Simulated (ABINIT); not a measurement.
An input for ABINIT 10.8.3 (PbSe (Clausthalite)):

```
acell 3*1.0 Angstrom
rprim 
  -0.000000000000 3.060650000000 3.060650000000
  3.060650000000 0.000000000000 3.060650000000
  3.060650000000 3.060650000000 -0.000000000000
ntypat 2
znucl 82 34
natom 2
typat 1 2
xred 
  0.000000000000 0.000000000000 0.000000000000
  0.500000000000 0.500000000000 0.500000000000
pp_dirpath "pseudos"
pseudos "Pb.upf, Se.upf"
ecut 48
ngkpt 4 4 4
nshiftk 1
shiftk 0 0 0
kptopt 1
chksymbreak 0
istwfk *1
occopt 1
irdwfk 1
optdriver 3
nband 232
ecuteps 7.2
inclvkb 2
awtr 1
symchi 1
gwcalctyp 10
mbpt_sciss 0.482 eV
nqptdm 1
qptdm 
  0 0 0
indata_prefix "in"
outdata_prefix "out"
tmpdata_prefix "tmp"
```

```sh
OMP_NUM_THREADS=1 mpirun -n 8 abinit run.abi > log
```

Question: How long will it take on 8 MPI ranks of Intel Xeon Platinum 8259CL at 2.50GHz (Skylake/Cascade Lake), shared host, and how much memory?

It took 39 s; on shared hardware allow 20 s to 79 s. Peak host memory was 3.7 GiB.

[Paths, hosts, dates, memory and timing lines, banners, echoed tables and standing remarks are left out of the program output.]

[Logs are printed without paths, hosts, clocks, repeated set-up lines and the standing remarks that a program may print on its own settings, such as how far it seeks lower states.]

[Runs of the session that timed out or met a known fault of the program may be left out.]

[Hosts, paths, dates, database ids (printed as entryN), source tags and the programs' standing remarks are cut or masked in the printed files.]

[G0W0 gaps are taken among the corrected bands and points alone; a level outside them can change the order at an edge.]

[Where Ansatz stands beside ABINIT at settings called matched, ABINIT's density can come from a denser mesh and the files from another edition; pairs whose starting gaps differed by over 0.03 eV were left out, so agreement reads better than it is.]
